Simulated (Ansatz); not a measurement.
# Y2BrO2F: complex band structure, part 2 of 2

Aim: relax a made-up compound, Y2BrO2F, and see how good a tunnel barrier it would be. It is built by putting F for part of the Br in the YBrO structure of space group P4/nmm, with the volume rescaled by atomic radii. The parent structure comes from the Materials Project.

Ansatz 0.2.0; LDA DFT, plane waves, PAW files (the session's first sound run).

So far, gap on path (eV): step 3 (band edges) 4.83.

The structure was built from a prototype and need not be the compound's stable phase.

### 4. Decaying states in the gap

This step: LDA DFT, plane waves, PAW files; complex bands by layer matching along the plane's normal (Ansatz 0.2.0).

The same crystal is laid in a cell whose first two vectors span the (100) plane (indices of the standard conventional cell, whose axes can be ordered otherwise than in the bulk input). At fixed energy and wavevector in the plane the solver finds all kz, real and complex. A few wavevectors are listed, (0, 0) and (0.5, 0) in units of the plane's reciprocal vectors; the slowest state needn't be among them.

input.yaml reads:

```yaml
crystal:
  lattice:
    - [3.721317309, 0.0, 0.0]
    - [0.0, 6.816909001, 0.0]
    - [0.0, 0.0, 3.721317309]
  atoms:
    - { symbol: "Y", position: [0.5, 0.1870816816, 0.0] }
    - { symbol: "Y", position: [0.0, 0.8558841749, 0.5] }
    - { symbol: Br, position: [0.5, 0.6148266926, 0.0] }
    - { symbol: F, position: [0.0, 0.3146551669, 0.5] }
    - { symbol: O, position: [0.0, 0.013776142, 0.0] }
    - { symbol: O, position: [0.5, 0.013776142, 0.5] }
kpoints:
  mp_grid: { grid: [6, 4, 6] }
scf:
  occupations: { method: fixed }
hamiltonian:
  xc: lda
output:
  eigenvalues: true
  transmission:
    leads: [[0, 0]]
    kpoints: [[0.0, 0.0], [0.5, 0.0]]
    e_range: [-1.0, 5.83]
    de: 0.14
```

Launch:

```
$ ansatz run input.yaml --threads 2 --pin off --max-ram 4096MiB --backend cpu --events-out ev --progress --plain --runs-dir out
```

Numbers of over 12 decimals in the logs are rounded to 6 here.

Log:

```text
[...]
Crystal: 6 atoms, lattice volume = 94.402 Å³
Basis set: ecut = 420 eV, 1815 PW (Γ)
Bands: 30, of which v1, the nominal top of the filled ones, is band 24 counted from 1 (23 counted from 0)
Symmetry: 8 space group operations
[...]
k-points: 30 of 144 (time reversal used)
[...]
SCF iter   1: F=—  HF=-12101.592007 eV  |F-HF|=—  |Δ(HF+E_count)|=         —  Δρ=1.49e-2  dr2=1.71e-1  ethr=1.77e-3  ⟨swp⟩=5.3  Hψ=3572  notcnv=0  defer=98
[...]
SCF iter   8: F=-12101.549316 eV  HF=-12101.549316 eV  |F-HF|=1.87e-9  |Δ(HF+E_count)|=   3.03e-8  Δρ=2.48e-6  dr2=5.39e-9  ethr=2.08e-10  ⟨swp⟩=9.2  Hψ=3119  notcnv=0
SCF 1 converged in 8 iterations: F = -12101.549316 eV  dr2 = 5.39e-9
[...]
transmission: 7 of 14 steps passed
transmission: 14 of 14 steps passed
SCF converged after 8 iterations
Free energy (F): -12101.549316 eV
[...]
Internal energy: -12101.549316 eV  (E = F + TS)
E sigma→0 (E₀):  -12101.549316 eV
Fermi energy:    7.429677 eV
[...]
--- Band table (eV; the first three rows and the last of 30) ---
  k-point 0: bands = [... 20 lower, 6.3534, 6.8338, 7.4297, 7.4297, 12.2579, 12.8133, 13.0459, 13.2427, ... 2 higher]
  k-point 1: bands = [... 20 lower, 6.2372, 6.7439, 7.0990, 7.2284, 12.7653, 13.2148, 13.5247, 13.5591, ... 2 higher]
  k-point 2: bands = [... 20 lower, 6.0187, 6.4161, 6.8577, 7.0133, 12.8460, 13.2123, 13.5779, 14.0181, ... 2 higher]
  k-point 29: bands = [... 20 lower, 6.6209, 6.6209, 6.8088, 7.1276, 12.8350, 13.3735, 13.3735, 13.8222, ... 2 higher]
--- Transmission ---
  basis      : 219 plane waves across, 7 finite elements along
  points     : 2, as listed
  energies   : 49 from -1.000000 to 5.720000 eV about the Fermi level, 0.140000 eV apart; the leads are filled to 2.414133 eV, and channels, transmission and decay are at 2.360000 eV
  crystal 0  : Y2Br1O2F1, at the sites [0, 0], period 3.7213 Å: whole cells are its period
    offset         : up to 0.0000 Å between an atom of the period and one for which it stands
    channels       : 0.000000e0 a spin
    conductance    : none, the energies end too early or step too widely for 300 K: set another output.transmission.e_range or a lower de, or, where they end at an eighth of basis.ecutwfc, a higher one
    slowest decay  : 0.3077 /Å at (0.0000, 0.0000)
```

Run time: 69 s. Hardware: 2 threads of Arm Neoverse N1, shared host; peak memory 0.7 GiB.

Numbers from this step:

```
level to which the leads are filled                       : 2.414 eV from the Fermi level
decay constant at the filling level, zone centre          : 0.3077 Å⁻¹
decay constant at the filling level, slowest listed point : 0.3077 Å⁻¹
```

K parallel (0, 0); values up to 1.5 1/Å, a degenerate pair printed once or twice; energies at which all values exceed this have no row. Im kz of the slowest decaying states against energy, zero at the highest filled level on the SCF mesh:

```csv
energy (eV),decay 1 (Å⁻¹),decay 2 (Å⁻¹),decay 3 (Å⁻¹),decay 4 (Å⁻¹)
-1.00,0.153,0.219,0.223,0.312
-0.72,0.268,0.308,0.472,0.612
-0.30,0.203,0.451,0.630,0.743
-0.02,0.309,0.496,0.638,0.669
0.40,0.202,0.324,0.387,0.518
0.68,0.243,0.391,0.420,0.531
0.96,0.269,0.435,0.444,0.540
1.38,0.293,0.467,0.476,0.546
1.66,0.302,0.477,0.494,0.547
2.08,0.308,0.483,0.511,0.542
2.36,0.308,0.483,0.516,0.536
2.64,0.304,0.480,0.518,0.527
3.06,0.292,0.468,0.507,0.514
3.34,0.280,0.456,0.490,0.508
3.76,0.254,0.431,0.454,0.491
4.04,0.229,0.408,0.422,0.465
4.32,0.194,0.379,0.381,0.431
4.74,0.0901,0.296,0.313,0.370
5.02,0.219,0.238,0.317,0.370
5.44,0.182,0.275,0.356,0.694
5.72,0.104,0.146,0.308,0.656
```

K parallel (0.5, 0); values up to 1.5 1/Å, a degenerate pair printed once or twice; energies at which all values exceed this have no row. Im kz of the slowest decaying states against energy, zero at the highest filled level on the SCF mesh:

```
energy (eV)  decay 1 (Å⁻¹)  decay 2 (Å⁻¹)  decay 3 (Å⁻¹)  decay 4 (Å⁻¹)
      -1.00         0.0564          0.263          0.399          0.904
      -0.72          0.221          0.281          0.893          0.934
      -0.44          0.133          0.244          0.293          0.441
      -0.16          0.290          0.296          0.379          0.405
      -0.02          0.333          0.348          0.363          0.502
       0.12          0.349          0.367          0.414          0.556
       0.40          0.359          0.418          0.493          0.610
       0.68          0.370          0.453          0.558          0.636
       0.82          0.375          0.466          0.589          0.646
       1.10          0.383          0.487          0.652          0.660
       1.38          0.389          0.501          0.639          0.667
       1.66          0.392          0.510          0.629          0.669
       1.94          0.392          0.513          0.630          0.667
       2.22          0.391          0.510          0.633          0.661
       2.50          0.387          0.503          0.637          0.654
       2.78          0.381          0.491          0.643          0.644
       3.06          0.373          0.474          0.633          0.649
       3.34          0.363          0.452          0.620          0.658
       3.62          0.350          0.424          0.606          0.669
       3.90          0.334          0.388          0.589          0.662
       4.04          0.324          0.367          0.579          0.650
       4.32          0.302          0.314          0.558          0.618
       4.60          0.238          0.273          0.532          0.580
       4.88         0.0660          0.235          0.500          0.537
       5.16          0.176          0.458          0.490          0.523
       5.44          0.131          0.173          0.394          0.441
       5.72          0.134          0.274          0.278          0.372
```

At the listed wavevectors the last open channel is at -0.02 eV and the next at +4.88 eV on the grid. At +2.36 eV, the grid energy nearest the filling level (the middle of the gap on the SCF mesh), the slowest state at the listed wavevectors decays with κ = 0.308 Å⁻¹, its amplitude falling by e over 3.2 Å. Through 1 nm of this crystal that state's transmission falls by exp(−2 × 0.308 Å⁻¹ × 10 Å) = 0.0021.

### 5. Decay over the two-dimensional zone

The listed points could miss the slowest state, so one energy near mid-gap is solved on a mesh of 12×6.

input.yaml: that of step 4 with these lines changed.

```diff
@@ -20,6 +20,2 @@
   eigenvalues: true
-  transmission:
-    leads: [[0, 0]]
-    kpoints: [[0.0, 0.0], [0.5, 0.0]]
-    e_range: [-1.0, 5.83]
-    de: 0.14
+  transmission: { leads: [[0, 0]], kmesh: [12, 6], e_range: [2.41, 2.42], de: 0.05 }
```

Log:

```text
[...]
Crystal: 6 atoms, lattice volume = 94.402 Å³
Basis set: ecut = 420 eV, 1815 PW (Γ)
Bands: 30, of which v1, the nominal top of the filled ones, is band 24 counted from 1 (23 counted from 0)
Symmetry: 8 space group operations
[...]
k-points: 30 of 144 (time reversal used)
[...]
SCF iter   1: F=—  HF=-12101.592007 eV  |F-HF|=—  |Δ(HF+E_count)|=         —  Δρ=1.49e-2  dr2=1.71e-1  ethr=1.77e-3  ⟨swp⟩=5.3  Hψ=3572  notcnv=0  defer=98
[...]
SCF iter   8: F=-12101.549316 eV  HF=-12101.549316 eV  |F-HF|=1.87e-9  |Δ(HF+E_count)|=   3.03e-8  Δρ=2.48e-6  dr2=5.39e-9  ethr=2.08e-10  ⟨swp⟩=9.2  Hψ=3119  notcnv=0
SCF 1 converged in 8 iterations: F = -12101.549316 eV  dr2 = 5.39e-9
[...]
transmission: 18 of 168 steps passed
transmission: 36 of 168 steps passed
[...]
transmission: 168 of 168 steps passed
SCF converged after 8 iterations
Free energy (F): -12101.549316 eV
[...]
Internal energy: -12101.549316 eV  (E = F + TS)
E sigma→0 (E₀):  -12101.549316 eV
Fermi energy:    7.429677 eV
[...]
--- Band table (eV; the first three rows and the last of 30) ---
  k-point 0: bands = [... 20 lower, 6.3534, 6.8338, 7.4297, 7.4297, 12.2579, 12.8133, 13.0459, 13.2427, ... 2 higher]
  k-point 1: bands = [... 20 lower, 6.2372, 6.7439, 7.0990, 7.2284, 12.7653, 13.2148, 13.5247, 13.5591, ... 2 higher]
  k-point 2: bands = [... 20 lower, 6.0187, 6.4161, 6.8577, 7.0133, 12.8460, 13.2123, 13.5779, 14.0181, ... 2 higher]
  k-point 29: bands = [... 20 lower, 6.6209, 6.6209, 6.8088, 7.1276, 12.8350, 13.3735, 13.3735, 13.8222, ... 2 higher]
--- Transmission ---
  basis      : 219 plane waves across, 6 finite elements along
  points     : 28, standing for a mesh of 12 x 6
  energies   : 1 from 2.410000 to 2.410000 eV about the Fermi level; the leads are filled to 2.414133 eV, and channels, transmission and decay are at 2.410000 eV
  crystal 0  : Y2Br1O2F1, at the sites [0, 0], period 3.7213 Å: whole cells are its period
[...]
channels       : 0.000000e0 a spin
    conductance    : none, crystal 0 has no channel at the energies, or these end too early or step too widely for 300 K: set another output.transmission.e_range or a lower de, or, where they end at an eighth of basis.ecutwfc, a higher one
    slowest decay  : 0.3073 /Å at (0.0000, 0.0000)
```

Wall time 63 s (2 threads); peak memory 0.7 GiB.

This step gave:

```yaml
least_decay_constant_on_the_mesh: 0.3073 Å⁻¹
```

Slowest decay constant (1/Å; 0 where a channel is open) over k1 and k2. At 2.4100 eV from the Fermi level.

Ten even steps from '0' (0.307) to '9' (0.389):
```
788875457888
988752125788
998741014789
988752125788
788875457888
778876567887
```
Columns: k1 (b1) from -0.5 to 0.417; rows upwards: k2 (b2) from -0.5 to 0.333.

The least value on the mesh is 0.307 Å⁻¹ at +2.41 eV. At that energy the listed points give about 0.307 Å⁻¹ by interpolation, so the mesh holds no clearly slower state.

### 6. Band edges at another level

This step: PBEsol DFT, plane waves, PAW files (Ansatz 0.2.0).

The edges again with PBEsol, at the same atoms.

input.yaml reads:

```yaml
crystal:
  lattice:
    - [3.7213173088, 0.0, 0.0]
    - [0.0, 3.7213173088, 0.0]
    - [0.0, 0.0, 6.8169090011]
  atoms:
    - { symbol: "Y", position: [0.0, 0.5, 0.1870816816] }
    - { symbol: "Y", position: [0.5, 0.0, 0.8558841749] }
    - { symbol: Br, position: [0.0, 0.5, 0.6148266926] }
    - { symbol: F, position: [0.5, 0.0, 0.3146551669] }
    - { symbol: O, position: [0.0, 0.0, 0.013776142] }
    - { symbol: O, position: [0.5, 0.5, 0.013776142] }
kpoints:
  mp_grid: { grid: [6, 6, 4] }
  band_path: { path: [VBM, CBM], npoints: 30 }
scf:
  occupations: { method: fixed }
hamiltonian:
  xc: pbesol
output:
  eigenvalues: true
```

Log:

```text
[...]
Crystal: 6 atoms, lattice volume = 94.402 Å³
Basis set: ecut = 420 eV, 1815 PW (Γ)
Bands: 30, of which v1, the nominal top of the filled ones, is band 24 counted from 1 (23 counted from 0)
Symmetry: 8 space group operations
[...]
k-points: 30 of 144 (time reversal used)
[...]
SCF iter   1: F=—  HF=-12260.701141 eV  |F-HF|=—  |Δ(HF+E_count)|=         —  Δρ=1.29e-2  dr2=1.24e-1  ethr=1.77e-3  ⟨swp⟩=5.2  Hψ=3558  notcnv=0  defer=97
[...]
SCF iter   7: F=-12260.670246 eV  HF=-12260.670246 eV  |F-HF|=3.07e-8  |Δ(HF+E_count)|=   2.74e-7  Δρ=1.04e-5  dr2=7.65e-8  ethr=2.08e-10  ⟨swp⟩=8.5  Hψ=3959  notcnv=0
SCF 1 converged in 7 iterations: F = -12260.670246 eV  dr2 = 7.65e-8
[...]
SCF converged after 7 iterations
Free energy (F): -12260.670246 eV
[...]
Internal energy: -12260.670246 eV  (E = F + TS)
E sigma→0 (E₀):  -12260.670246 eV
Fermi energy:    7.655700 eV
[...]
--- Band table (eV; the first three rows and the last of 30) ---
  k-point 0: bands = [... 20 lower, 6.5464, 7.0745, 7.6557, 7.6557, 12.5851, 13.0590, 13.3553, 13.5123, ... 2 higher]
  k-point 1: bands = [... 20 lower, 6.5966, 6.8309, 7.6446, 7.6446, 12.6301, 13.2699, 13.5271, 13.7811, ... 2 higher]
  k-point 2: bands = [... 20 lower, 6.6454, 6.6454, 7.6325, 7.6325, 12.7151, 13.5424, 13.5776, 14.0509, ... 2 higher]
  k-point 29: bands = [... 20 lower, 6.8552, 6.8552, 7.0425, 7.3618, 13.1482, 13.6429, 13.6429, 14.1054, ... 2 higher]
```

Run time: 39 s. Hardware: 2 threads; peak memory 0.38 GiB.

Numbers from this step:

| Property | Result |
| --- | --- |
| free energy | -12260.6702 eV |
| Fermi energy | 7.656 eV |
| gap on the k-mesh | 4.929 eV |
| gap on path | 4.929 eV, by band count; negative where bands overlap |
| direct gap on path | 4.929 eV |

Levels at VBM (eV): -3.70, -2.87, -2.87, -2.53, -2.51, -2.05, -2.05, -1.11, -1.11, -0.58, 0.00, 0.00, 4.93, 5.40, 5.70, 5.86, 6.60, 7.41.

The searched edges give 4.93 eV, as on the mesh.

Between step 3 and this run (PBEsol) the value for the gap on path moves from 4.83 eV to 4.93 eV.

### 7. Complex bands at another level

This step: PBEsol DFT, plane waves, PAW files; complex bands by layer matching along the plane's normal (Ansatz 0.2.0).

The complex bands at that level, over its own gap, at (0, 0) and (0.5, 0).

input.yaml reads:

```yaml
crystal:
  lattice:
    - [3.721317309, 0.0, 0.0]
    - [0.0, 6.816909001, 0.0]
    - [0.0, 0.0, 3.721317309]
  atoms:
    - { symbol: "Y", position: [0.5, 0.1870816816, 0.0] }
    - { symbol: "Y", position: [0.0, 0.8558841749, 0.5] }
    - { symbol: Br, position: [0.5, 0.6148266926, 0.0] }
    - { symbol: F, position: [0.0, 0.3146551669, 0.5] }
    - { symbol: O, position: [0.0, 0.013776142, 0.0] }
    - { symbol: O, position: [0.5, 0.013776142, 0.5] }
kpoints:
  mp_grid: { grid: [6, 4, 6] }
scf:
  occupations: { method: fixed }
hamiltonian:
  xc: pbesol
output:
  eigenvalues: true
  transmission:
    leads: [[0, 0]]
    kpoints: [[0.0, 0.0], [0.5, 0.0]]
    e_range: [-1.0, 5.93]
    de: 0.14
```

Log:

```text
[...]
Crystal: 6 atoms, lattice volume = 94.402 Å³
Basis set: ecut = 420 eV, 1815 PW (Γ)
Bands: 30, of which v1, the nominal top of the filled ones, is band 24 counted from 1 (23 counted from 0)
Symmetry: 8 space group operations
[...]
k-points: 30 of 144 (time reversal used)
[...]
SCF iter   1: F=—  HF=-12260.701397 eV  |F-HF|=—  |Δ(HF+E_count)|=         —  Δρ=1.30e-2  dr2=1.25e-1  ethr=1.77e-3  ⟨swp⟩=5.3  Hψ=3577  notcnv=0  defer=99
[...]
SCF iter   7: F=-12260.670246 eV  HF=-12260.670246 eV  |F-HF|=2.50e-8  |Δ(HF+E_count)|=   4.44e-8  Δρ=7.57e-6  dr2=3.56e-8  ethr=2.08e-10  ⟨swp⟩=9.2  Hψ=3247  notcnv=0
SCF 1 converged in 7 iterations: F = -12260.670246 eV  dr2 = 3.56e-8
[...]
transmission: 7 of 14 steps passed
transmission: 14 of 14 steps passed
SCF converged after 7 iterations
Free energy (F): -12260.670246 eV
[...]
Internal energy: -12260.670246 eV  (E = F + TS)
E sigma→0 (E₀):  -12260.670246 eV
Fermi energy:    7.655780 eV
[...]
--- Band table (eV; the first three rows and the last of 30) ---
  k-point 0: bands = [... 20 lower, 6.5464, 7.0745, 7.6558, 7.6558, 12.5850, 13.0590, 13.3553, 13.5123, ... 2 higher]
  k-point 1: bands = [... 20 lower, 6.4349, 6.9852, 7.3387, 7.4489, 13.0684, 13.4880, 13.7919, 13.8633, ... 2 higher]
  k-point 2: bands = [... 20 lower, 6.2407, 6.6546, 7.0592, 7.2538, 13.1284, 13.4875, 13.8853, 14.2796, ... 2 higher]
  k-point 29: bands = [... 20 lower, 6.8553, 6.8553, 7.0426, 7.3619, 13.1481, 13.6428, 13.6428, 14.1054, ... 2 higher]
--- Transmission ---
  basis      : 219 plane waves across, 7 finite elements along
  points     : 2, as listed
[...]
crystal 0  : Y2Br1O2F1, at the sites [0, 0], period 3.7213 Å: whole cells are its period
[...]
channels       : 0.000000e0 a spin
[...]
slowest decay  : 0.3117 /Å at (0.0000, 0.0000)
```

Run time: 71 s. Hardware: 2 threads; peak memory 0.7 GiB; 1.9 min of CPU time.

Numbers from this step:

- level to which the leads are filled: 2.465 eV from the Fermi level
- decay constant at the filling level, zone centre: 0.3117 Å⁻¹
- decay constant at the filling level, slowest listed point: 0.3117 Å⁻¹

K parallel (0, 0); values up to 1.5 1/Å, a degenerate pair printed once or twice; energies at which all values exceed this have no row. Im kz of the slowest decaying states against energy, zero at the highest filled level on the SCF mesh:

| energy (eV) | decay 1 (Å⁻¹) | decay 2 (Å⁻¹) | decay 3 (Å⁻¹) | decay 4 (Å⁻¹) |
| --- | --- | --- | --- | --- |
| -1.00 | 0.180 | 0.187 | 0.264 | 0.311 |
| -0.72 | 0.275 | 0.314 | 0.497 | 0.614 |
| -0.30 | 0.195 | 0.447 | 0.632 | 0.746 |
| -0.02 | 0.307 | 0.500 | 0.640 | 0.652 |
| 0.40 | 0.206 | 0.322 | 0.387 | 0.520 |
| 0.68 | 0.247 | 0.390 | 0.420 | 0.532 |
| 1.10 | 0.283 | 0.451 | 0.454 | 0.545 |
| 1.38 | 0.297 | 0.469 | 0.477 | 0.549 |
| 1.80 | 0.310 | 0.482 | 0.502 | 0.549 |
| 2.08 | 0.313 | 0.486 | 0.512 | 0.545 |
| 2.36 | 0.313 | 0.486 | 0.518 | 0.539 |
| 2.78 | 0.307 | 0.480 | 0.520 | 0.524 |
| 3.06 | 0.299 | 0.472 | 0.511 | 0.517 |
| 3.48 | 0.281 | 0.453 | 0.483 | 0.506 |
| 3.76 | 0.263 | 0.436 | 0.459 | 0.494 |
| 4.18 | 0.226 | 0.402 | 0.408 | 0.458 |
| 4.46 | 0.189 | 0.363 | 0.370 | 0.424 |
| 4.88 | 0.0688 | 0.269 | 0.296 | 0.360 |
| 5.16 | 0.179 | 0.208 | 0.303 | 0.354 |
| 5.58 | 0.149 | 0.242 | 0.337 | 0.685 |
| 5.86 | 0.113 | 0.244 | 0.328 | 0.646 |

K parallel (0.5, 0); values up to 1.5 1/Å, a degenerate pair printed once or twice; energies at which all values exceed this have no row. Im kz of the slowest decaying states against energy, zero at the highest filled level on the SCF mesh:

```csv
energy (eV),decay 1 (Å⁻¹),decay 2 (Å⁻¹),decay 3 (Å⁻¹),decay 4 (Å⁻¹)
-1.00,0.0553,0.271,0.405,0.913
-0.72,0.227,0.261,0.901,0.933
-0.30,0.227,0.266,0.350,0.483
-0.02,0.332,0.360,0.370,0.482
0.40,0.368,0.418,0.491,0.611
0.68,0.377,0.453,0.556,0.637
1.10,0.388,0.489,0.647,0.661
1.38,0.393,0.504,0.643,0.668
1.80,0.396,0.515,0.630,0.669
2.08,0.395,0.516,0.632,0.666
2.36,0.393,0.512,0.636,0.659
2.78,0.385,0.497,0.643,0.646
3.06,0.377,0.481,0.635,0.649
3.48,0.360,0.447,0.615,0.662
3.76,0.346,0.416,0.600,0.669
4.18,0.318,0.355,0.573,0.640
4.46,0.294,0.297,0.550,0.606
4.88,0.133,0.243,0.507,0.545
5.16,0.190,0.468,0.499,0.533
5.58,0.130,0.223,0.372,0.420
5.86,0.117,0.242,0.244,0.372
```

At the listed wavevectors the last open channel is at -0.02 eV and the next at +5.02 eV on the grid. At +2.50 eV, the grid energy nearest the filling level (the middle of the gap on the SCF mesh), the slowest state at the listed wavevectors decays with κ = 0.312 Å⁻¹, its amplitude falling by e over 3.2 Å; the first such run, plane (100), gave 0.308 Å⁻¹.

### 8. Results

```json
{"band gap": "4.83 eV", "least decay constant at mid-gap, normal to (100)": "0.308 Å⁻¹", "least decay constant on a mesh, normal to (100)": "0.307 Å⁻¹", "least decay constant, PBEsol": "0.312 Å⁻¹"}
```

**Reading.** With LDA, the slowest decay at the wavevectors tried is κ = 0.308 Å⁻¹, normal to (100). Through such a film the transmission near mid-gap falls as exp(−2κd), a factor of ten every 3.7 Å. A free electron under a barrier of half the gap would need a mass of 0.15 mₑ to decay at this rate. With PBEsol the gap goes from 4.83 to 4.93 eV and the decay constant, over the first 2 listed wavevectors, from 0.308 to 0.312 Å⁻¹. The compound is made up by substitution; its stability against other phases and against distortions of the cell's symmetry was not tested. A semilocal functional narrows gaps, so real decay constants are likely larger.

[Logs are printed without paths, hosts, clocks, repeated set-up lines and the standing remarks that a program may print on its own settings, such as how far it seeks lower states.]

[Hosts, paths, dates, database ids (printed as entryN), source tags and the programs' standing remarks are cut or masked in the printed files.]
